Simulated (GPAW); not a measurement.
## Rh L₃ ELNES/XANES of TiRh (P4/mmm) from DFT

What does one-electron theory with a core hole give for the Rh L₃ edge of TiRh (P4/mmm)?

Method: X-ray absorption from dipole matrix elements to empty bands, plane-wave PAW LDA, in GPAW 26.7.0.

### 1. Starting point

It takes space group P4/mmm (No. 123, tetragonal). Conventional cell: a = 2.988 Å, b = 2.988 Å, c = 3.350 Å, α = 90.00°, β = 90.00°, γ = 90.00°. Nearest to Rh lie 8 Ti at 2.70 Å and 4 Rh at 2.99 Å. Ti has 8 Rh at 2.70 Å and 4 Ti at 2.99 Å nearest. Farther neighbours are not listed.

As a file:

```xyz
2
Lattice="2.9880 0.0000 0.0000 0.0000 2.9880 0.0000 0.0000 0.0000 3.3500" Properties=species:S:1:pos:R:3 pbc="T T T"
Rh    0.0000    0.0000    0.0000
Ti    1.4940    1.4940    1.6750
```

### 2. Ground state of the crystal

A plain self-consistent run shows whether there is a gap, which decides the set-up of the core-hole run.

Contents of scf.py:

```python
import numpy as np
from ase import Atoms
from ase.parallel import parprint, paropen
from gpaw import GPAW, PW, FermiDirac, Mixer, MixerDif, setup_paths
from gpaw.test import gen
setup_paths.insert(0, '.')
gen('Rh', name='nch2p', xcname='LDA', corehole=(2, 1, 0), write_xml=True)
from gpaw.mpi import world
world.barrier()

atoms = Atoms('RhTi',
    cell=[[2.988, 0, 0],
     [0, 2.988, 0],
     [0, 0, 3.35]],
    scaled_positions=[[0, 0, 0],
     [0.5, 0.5, 0.5]],
    pbc=True)
atoms.calc = calc = GPAW(legacy_gpaw=True, mode=PW(430, force_complex_dtype=True), xc='LDA', setups={0: 'nch2p'},
    kpts={'size': (8, 8, 7), 'gamma': True}, occupations=FermiDirac(0.05),
    charge=0, mixer=Mixer(0.1, 5, 50), maxiter=150,
    convergence={'density': 0.0001, 'eigenstates': 1e-6}, txt='scf.txt')
energy = atoms.get_potential_energy() + calc.get_reference_energy()
ef = calc.get_fermi_level()
out = dict(energy=energy, fermi=ef, forces=atoms.get_forces().tolist())
parprint(f'all-electron energy {energy:.4f} eV, Fermi level {ef:.4f} eV')
ev = np.array([[calc.get_eigenvalues(k, s) for k in range(len(calc.get_ibz_k_points()))] for s in range(calc.get_number_of_spins())])
out['homo'], out['lumo'], out['counts'] = ev[ev < ef].max(), ev[ev > ef].min(), sorted(set((ev < ef).sum((0, 2)).tolist()))
out['filled'] = (ev[:, 0] < ef).sum(1).tolist()
import json
with paropen('out.json', 'w') as f:
    json.dump(out, f)
```

The run is started by

```sh
$ OMP_NUM_THREADS=1 mpirun -n 4 gpaw python scf.py
```

Numbers of over 12 decimals in the logs are rounded to 6 here.

The log of the run:

```text
Input parameters:
  convergence: {density: 0.0001,
                eigenstates: 1e-06}
  kpts: {gamma: True,
         size: (8, 8, 7)}
  maxiter: 150
  mixer: {backend: pulay,
          beta: 0.1,
          method: separate,
          nmaxold: 5,
          weight: 50}
  mode: {ecut: 430.0,
         force_complex_dtype: True,
         name: pw}
  occupations: {fixmagmom: False,
                name: fermi-dirac,
                width: 0.05}
  setups: {0: nch2p}

Initialize ...

[... PAW data sets ...]

Reference energy: -153183.079293  # eV

Spin-paired calculation

[... convergence settings ...]
Symmetries present (total): 16
  [... symmetry matrices ...]

448 k-points: 8 x 8 x 7 Monkhorst-Pack grid + [1/16,1/16,0.000000]
60 k-points in the irreducible part of the Brillouin zone
       k-points in crystal coordinates                weights
   0:     0.00000000    0.00000000    0.00000000          1/448
   1:     0.00000000    0.00000000    0.14285714          2/448
   2:     0.00000000    0.00000000    0.28571429          2/448
   3:     0.00000000    0.00000000    0.42857143          2/448
   4:     0.12500000    0.00000000    0.00000000          4/448
   5:     0.12500000    0.00000000    0.14285714          8/448
   6:     0.12500000    0.00000000    0.28571429          8/448
   7:     0.12500000    0.00000000    0.42857143          8/448
   8:     0.12500000    0.12500000    0.00000000          4/448
   9:     0.12500000    0.12500000    0.14285714          8/448
          ...
  59:     0.50000000    0.50000000    0.42857143          2/448

Wave functions: Plane wave expansion
  Cutoff energy: 430.000 eV
  Number of coefficients (min, max): 591, 618
  Pulay-stress correction: 0.000000 eV/Ang^3 (de/decut=0.000000)
  Using FFTW library
  Wavefunction extrapolation:
    Improved wavefunction reuse through dual PAW basis

Occupation numbers: Fermi-Dirac:
  width: 0.0500  # eV

Eigensolver
   Davidson(niter=2)

Densities:
  Coarse grid: 15*15*18 grid
  Fine grid: 30*30*36 grid
  Total Charge: 0.000000

Density mixing:
  Method: separate
  Backend: pulay
  Linear mixing parameter: 0.1
  old densities: 5
  Width of damping distribution: 1.1
  Damping of long wavelength oscillations: 50

[... Hamiltonian set-up ...]
Number of atoms: 2
Number of atomic orbitals: 25
Number of bands in calculation: 21
Number of valence electrons: 27
Bands to converge: occupied

... initialized

Initializing position-dependent things.

Density initialized from atomic densities
Creating initial wave functions:
  21 bands from LCAO basis set

Positions:
   0 Rh     0.000000    0.000000    0.000000    ( 0.0000,  0.0000,  0.0000)
   1 Ti     1.494000    1.494000    1.675000    ( 0.0000,  0.0000,  0.0000)

Unit cell:
           periodic     x           y           z      points  spacing
  1. axis:    yes    2.988000    0.000000    0.000000    15     0.1992
  2. axis:    yes    0.000000    2.988000    0.000000    15     0.1992
  3. axis:    yes    0.000000    0.000000    3.350000    18     0.1861

  Lengths:   2.988000   2.988000   3.350000
  Angles:   90.000000  90.000000  90.000000

Effective grid spacing dv^(1/3) = 0.1947

iter:   1   -18.979799
iter:   2   -18.248460   -1.51  -1.29
iter:   3   -17.731034   -1.50  -1.40
iter:   4   -17.636833   -2.02  -1.69
iter:   5   -17.644979   -2.32  -1.99
iter:   6   -17.620802   -2.60  -2.17
iter:   7   -17.620178   -4.06  -3.03
iter:   8   -17.620522c  -4.61  -3.15
iter:   9   -17.620022c  -4.36  -2.98
iter:  10   -17.620033c  -5.30  -3.65
iter:  11   -17.620042c  -6.08c -4.06c

Converged after 11 iterations.

Dipole moment: (-0.000000, -0.000000, -0.000000) |e|*Ang

Energy contributions relative to reference atoms: (reference = -153183.079293)

Kinetic:         -0.121647
Potential:       -3.435339
External:        +0.000000
XC:             -14.012385
Entropy (-ST):   -0.021469
Local:           -0.039937
SIC:             +0.000000
--------------------------
Free energy:    -17.630776
Extrapolated:   -17.620042

Showing only first 2 kpts
 Kpt  Band  Eigenvalues  Occupancy
  0    11      8.05270    2.00000
  0    12      8.73621    2.00000
  0    13     10.77696    0.00486
  0    14     11.67572    0.00000

  1    11      8.07702    2.00000
  1    12      8.80507    2.00000
  1    13     10.51641    0.61695
  1    14     11.61884    0.00000

Fermi level: 10.47604

No gap
No difference between direct/indirect transitions

Forces in eV/Ang:
  0 Rh   -0.00000    0.00000    0.00000
  1 Ti    0.00000    0.00000    0.00000
Scalar-relativistic atomic LDA calculation for Rh (Rhodium, Z=45)
Core hole in 2p state (2p occupation: 6.0)
750 radial gridpoints.
|------------------------------------------------|
|------------------------------------------------|
[... the atom generator's iteration count ...]

Energy contributions:
-------------------------
Kinetic:    +4943.601068
XC:          -133.806820
Potential:  -9587.541699
-------------------------
Total:      -4777.747452

state      eigenvalue         ekin         rmax
-----------------------------------------------
1s^2.0 :  -844.799541  1071.642816        0.021
2s^2.0 :  -122.540305   219.243051        0.120
2p^6.0 :  -109.972650   210.247043        0.096
3s^2.0 :   -21.878604    59.694416        0.352
3p^6.0 :   -17.734596    55.436348        0.345
3d^10.0:   -11.061686    49.656667        0.291
4s^2.0 :    -3.031369    14.629350        0.880
4p^6.0 :    -1.857314    12.004495        0.942
4d^8.0 :    -0.225910     6.142971        1.148
5s^1.0 :    -0.168376     1.344051        2.632
5p^0.0 :    -0.035593     0.523604        3.767
-----------------------------------------------
(units: Bohr and Hartree)

Generating PAW setup
Kinetic energy of the core from tauc = 4931.10619590688
Cutoffs:
rc(s)=2.400
rc(p)=2.610
rc(d)=2.350
rc(vbar)=2.390
rc(comp)=2.290
rc(nct)=2.610

Kinetic energy of the core states: 4821.086280
Charge: 0.0
Core electrons: 30.0
Valence electrons: 15.0
Pseudo-core charge: 0.089799
Shape function alpha=1.907
Pseudo-electron charge 5.883407
state    eigenvalue         norm
--------------------------------
5s(1) :    -0.168376     1.017377
*s    :     0.831624
4p(6) :    -1.857314     0.120652
5p(0) :    -0.035593     0.998302
4d(8) :    -0.225910     0.506540
*d    :     0.774090
--------------------------------

Diagonalizing with gridspacing h=0.050

state   all-electron     PAW
-------------------------------
5s:      -0.168376    -0.168508
4p:      -1.857314    -1.857524
4d:      -0.225910    -0.226752
*f:                    0.069742
-------------------------------
all-electron energy -153200.6993 eV, Fermi level 10.4760 eV
```

It took 7.6 s on 4 MPI ranks of Intel Xeon Platinum 8375C at 2.90GHz (Ice Lake), shared host; peak memory 0.17 GiB; 30 s of CPU time.

The mesh shows no gap, so the system is treated as a metal and the core electron is put at the Fermi level (neutral cell).

### 3. Spectrum without a core hole, Rh atom 1

Without a hole the spectrum is the empty density of states of the right symmetry on the absorber, weighted by matrix elements. It needs only the small cell and serves as the baseline. The data set with a hole of occupation 0 only carries the core orbital.

The absorber has 8 Ti at 2.70 Å, 4 Rh at 2.99 Å and 2 Rh at 3.35 Å (14-fold, site symmetry 4/mmm).

Contents of xas.py:

```python
import numpy as np
from ase import Atoms
from ase.parallel import parprint, paropen
from gpaw import GPAW, PW, FermiDirac, Mixer, MixerDif, setup_paths
from gpaw.test import gen
setup_paths.insert(0, '.')
gen('Rh', name='nch2p', xcname='LDA', corehole=(2, 1, 0), write_xml=True)
from gpaw.mpi import world
world.barrier()

atoms = Atoms('RhTi',
    cell=[[2.988, 0, 0],
     [0, 2.988, 0],
     [0, 0, 3.35]],
    scaled_positions=[[0, 0, 0],
     [0.5, 0.5, 0.5]],
    pbc=True)
atoms.calc = calc = GPAW(legacy_gpaw=True, mode=PW(430, force_complex_dtype=True), xc='LDA', setups={0: 'nch2p'},
    kpts={'size': (11, 11, 10), 'gamma': True}, occupations=FermiDirac(0.1),
    charge=0, mixer=Mixer(0.1, 5, 50), maxiter=150,
    convergence={'density': 0.0001, 'eigenstates': 1e-6}, txt='scf.txt')
energy = atoms.get_potential_energy() + calc.get_reference_energy()
ef = calc.get_fermi_level()
out = dict(energy=energy, fermi=ef, forces=atoms.get_forces().tolist())
parprint(f'all-electron energy {energy:.4f} eV, Fermi level {ef:.4f} eV')
ev = np.array([[calc.get_eigenvalues(k, s) for k in range(len(calc.get_ibz_k_points()))] for s in range(calc.get_number_of_spins())])
out['homo'], out['lumo'], out['counts'] = ev[ev < ef].max(), ev[ev > ef].min(), sorted(set((ev < ef).sum((0, 2)).tolist()))
out['filled'] = (ev[:, 0] < ef).sum(1).tolist()

from ase.units import Ha
from gpaw.xas import dipole_matrix_elements
nb = int(calc.get_number_of_electrons() / 2) + 31
top = nb
nscf = calc.fixed_density(kpts={'size': (7, 7, 6), 'gamma': True},
    convergence={'eigenstates': 1.0}, txt='nscf.txt')
nscf.diagonalize_full_hamiltonian(nbands=nb)
cell = atoms.cell.array
ops = [cell.T @ U.T @ np.linalg.inv(cell.T) for U in nscf.wfs.kd.symmetry.op_scc]
E = np.arange(-25, 34, 0.1)
fwhm = np.interp(E, [4, 25], [2.13, 3.5])
Y, X, zero, highest = 0, 0, 1e9, 1e9
for spin in range(nscf.get_number_of_spins()):
    wfs = nscf.wfs
    mine = wfs.bd.get_slice()  # this rank's bands
    A = dipole_matrix_elements(wfs.setups[0])
    eps = np.zeros((wfs.kd.nibzkpts, nb))
    d = np.zeros((3, A.shape[1], wfs.kd.nibzkpts, nb), complex)
    for kpt in wfs.kpt_u:
        if kpt.s == spin and 0 in kpt.P_ani:
            eps[kpt.k, mine] = kpt.eps_n * Ha
            d[:, :, kpt.k, mine] = (kpt.weight * wfs.nspins / 2) ** 0.5 * np.inner(A, kpt.P_ani[0])
    world.sum(eps)
    world.sum(d)
    T = np.einsum('amkn,bmkn->abkn', d, d.conj()).real
    T = sum(np.einsum('ai,ijkn,bj->abkn', R, T, R) for R in ops) / len(ops)
    empty = eps > ef
    zero, highest = min(zero, eps[empty].min()), min(highest, eps[:, top - 1].min())
    lines = [(eps, T, empty)] if spin == 0 else lines + [(eps, T, empty)]
for eps, T, empty in lines:
    f = np.einsum('aakn->akn', T).reshape(3, -1)
    x = eps.ravel() - zero
    w = np.interp(x, E, fwhm) / 2.35482
    g = np.exp(-0.5 * ((E[:, None] - x) / w) ** 2) / (w * (2 * np.pi) ** 0.5)
    Y = Y + (f * empty.ravel()) @ g.T
    X = X + (f * ~empty.ravel()) @ g.T
out.update(E=E.round(2).tolist(), xas=Y.tolist(), xes=X.tolist(), zero=zero, valid=highest - zero, nk=len(eps), nb=nb)
for i in range(0, len(E), 10):
    parprint(f'{E[i]:7.2f}', *(f'{v:10.3e}' for v in Y[:, i]))
import json
with paropen('out.json', 'w') as f:
    json.dump(out, f)
```

The run is started by

```sh
$ OMP_NUM_THREADS=1 mpirun -n 4 gpaw python xas.py
```

The log of the run:

```text
Input parameters:
  convergence: {density: 0.0001,
                eigenstates: 1e-06}
  kpts: {gamma: True,
         size: (11, 11, 10)}
  maxiter: 150
  mixer: {backend: pulay,
          beta: 0.1,
          method: separate,
          nmaxold: 5,
          weight: 50}
  mode: {ecut: 430.0,
         force_complex_dtype: True,
         name: pw}
  occupations: {fixmagmom: False,
                name: fermi-dirac,
[...]
*d    :     0.774090
--------------------------------

Diagonalizing with gridspacing h=0.050

state   all-electron     PAW
-------------------------------
5s:      -0.168376    -0.168508
4p:      -1.857314    -1.857524
4d:      -0.225910    -0.226752
*f:                    0.069742
-------------------------------
all-electron energy -153200.7040 eV, Fermi level 10.4499 eV
[...]
32.00  5.696e-06  5.696e-06  5.883e-06
  33.00  5.275e-06  5.275e-06  5.091e-06
[key lines of the parts left out:]
Converged after 14 iterations.
Dipole moment: (-0.000000, -0.000000, -0.000000) |e|*Ang
Free energy:    -17.663747
Fermi level: 10.44985
```

Wall time 16 s (4 MPI ranks); peak memory 0.23 GiB.

The Rh L₃ spectrum, Rh atom 1, no core hole (energy from the lowest empty level; intensity scaled to a mean of 1 over the first 20 eV; polarised curves are means over the symmetry-equivalent atoms):

```tsv
E (eV)	isotropic	ε ⊥ c	ε ∥ c
-2.0	0.07	0.07	0.07
-1.0	0.68	0.69	0.67
0.0	2.28	2.30	2.26
1.0	3.17	3.18	3.15
2.0	2.43	2.43	2.43
3.0	1.40	1.39	1.42
4.0	0.76	0.76	0.76
5.0	0.54	0.54	0.52
6.0	0.43	0.44	0.42
7.0	0.37	0.38	0.37
8.0	0.48	0.47	0.51
9.0	0.73	0.69	0.79
10.0	0.87	0.84	0.93
11.0	0.88	0.88	0.89
12.0	0.84	0.85	0.80
13.0	0.83	0.85	0.80
14.0	0.83	0.83	0.83
15.0	0.81	0.79	0.86
16.0	0.83	0.79	0.90
17.0	0.83	0.81	0.87
18.0	0.76	0.78	0.73
19.0	0.69	0.73	0.60
20.0	0.65	0.68	0.59
21.0	0.64	0.64	0.64
22.0	0.64	0.64	0.65
23.0	0.66	0.67	0.64
24.0	0.67	0.70	0.63
25.0	0.67	0.69	0.64
26.0	0.68	0.67	0.68
27.0	0.68	0.66	0.73
28.0	0.68	0.65	0.75
29.0	0.69	0.64	0.77
30.0	0.71	0.67	0.79
31.0	0.72	0.70	0.78
32.0	0.70	0.69	0.71
```

Main maxima below 30 eV (height): 1.0 eV (3.17) and 10.6 eV (0.89). At an L edge the dipole rule selects empty d (and weakly s) states on the absorber, and the strong line at the onset measures the empty part of its d band.

The same matrix elements for filled bands give the Rh L₃ emission of Rh atom 1 (ground-state approximation; energy from the lowest empty level, largest value 1):

```tsv
E (eV)	emission
-24.00	0.00
-23.25	0.00
-22.50	0.00
-21.75	0.00
-21.00	0.00
-20.25	0.00
-19.50	0.00
-18.75	0.00
-18.00	0.00
-17.25	0.00
-16.50	0.00
-15.75	0.00
-15.00	0.00
-14.25	0.00
-13.50	0.00
-12.75	0.00
-12.00	0.00
-11.25	0.00
-10.50	0.00
-9.75	0.00
-9.00	0.00
-8.25	0.00
-7.50	0.00
-6.75	0.02
-6.00	0.11
-5.25	0.32
-4.50	0.63
-3.75	0.91
-3.00	1.00
-2.25	0.84
-1.50	0.54
-0.75	0.28
0.00	0.12
0.75	0.04
1.50	0.01
2.25	0.00
3.00	0.00
```

Emission maxima: -3.0 eV (1.00).

### 4. Reference energy of the supercell

The photon energy needs a difference of total energies, so the cell and mesh of the coming hole run are first run without a hole.

scf.py, as its differences from that of step 2:

```diff
@@ -10,11 +10,25 @@
 
-atoms = Atoms('RhTi',
-    cell=[[2.988, 0, 0],
-     [0, 2.988, 0],
-     [0, 0, 3.35]],
+atoms = Atoms('Rh8Ti8',
+    cell=[[0, 0, 6.7],
+     [5.976, 0, 3.35],
+     [0, 5.976, 3.35]],
     scaled_positions=[[0, 0, 0],
-     [0.5, 0.5, 0.5]],
+     [0.5, 0, 0],
+     [0.25, 0, 0.5],
+     [0.25, 0.5, 0],
+     [0.75, 0, 0.5],
+     [0.75, 0.5, 0],
+     [0, 0.5, 0.5],
+     [0.5, 0.5, 0.5],
+     [0, 0.25, 0.25],
+     [0.5, 0.25, 0.25],
+     [0.25, 0.25, 0.75],
+     [0.25, 0.75, 0.25],
+     [0.75, 0.25, 0.75],
+     [0.75, 0.75, 0.25],
+     [0, 0.75, 0.75],
+     [0.5, 0.75, 0.75]],
     pbc=True)
 atoms.calc = calc = GPAW(legacy_gpaw=True, mode=PW(430, force_complex_dtype=True), xc='LDA', setups={0: 'nch2p'},
-    kpts={'size': (8, 8, 7), 'gamma': True}, occupations=FermiDirac(0.05),
+    kpts={'size': (4, 4, 4), 'gamma': True}, occupations=FermiDirac(0.1),
     charge=0, mixer=Mixer(0.1, 5, 50), maxiter=150,
```

The run is started by

```sh
$ OMP_NUM_THREADS=1 mpirun -n 4 gpaw python scf.py
```

The log of the run:

```text
Input parameters:
  convergence: {density: 0.0001,
                eigenstates: 1e-06}
  kpts: {gamma: True,
         size: (4, 4, 4)}
  maxiter: 150
  mixer: {backend: pulay,
          beta: 0.1,
          method: separate,
          nmaxold: 5,
          weight: 50}
  mode: {ecut: 430.0,
         force_complex_dtype: True,
         name: pw}
  occupations: {fixmagmom: False,
                name: fermi-dirac,
[...]
*s    :     0.831624
4p(6) :    -1.857314     0.120652
5p(0) :    -0.035593     0.998302
4d(8) :    -0.225910     0.506540
*d    :     0.774090
--------------------------------

Diagonalizing with gridspacing h=0.050

state   all-electron     PAW
-------------------------------
5s:      -0.168376    -0.168508
4p:      -1.857314    -1.857524
4d:      -0.225910    -0.226752
*f:                    0.069742
-------------------------------
all-electron energy -1225605.5767 eV, Fermi level 10.4507 eV
[key lines of the parts left out:]
Converged after 16 iterations.
Dipole moment: (-0.000000, -0.000000, -0.000000) |e|*Ang
Free energy:   -141.280204
Fermi level: 10.45066
```

The job ended after 91 s (4 MPI ranks; peak memory 0.43 GiB; 6.1 min of CPU time).

Reference energy: -1225605.577 eV with the cores included.

(Part 1 of 3 ends here.)

[Banner, clock and machine lines of the logs are left out without a mark of their own.]

[Logs are printed without paths, hosts, clocks, repeated set-up lines and the standing remarks that a program may print on its own settings, such as how far it seeks lower states.]

[Hosts, paths, dates, database ids (printed as entryN), source tags and the programs' standing remarks are cut or masked in the printed files.]

[Lists of maxima count a maximum above −3 eV only where it reaches 4 % of the highest in the window and stands out from its surroundings by 2 % of it (1.5 % where it reaches 55 %); shoulders and weaker maxima are passed over, and of the rest the first, up to two pre-edge ones and the few strongest are named.]
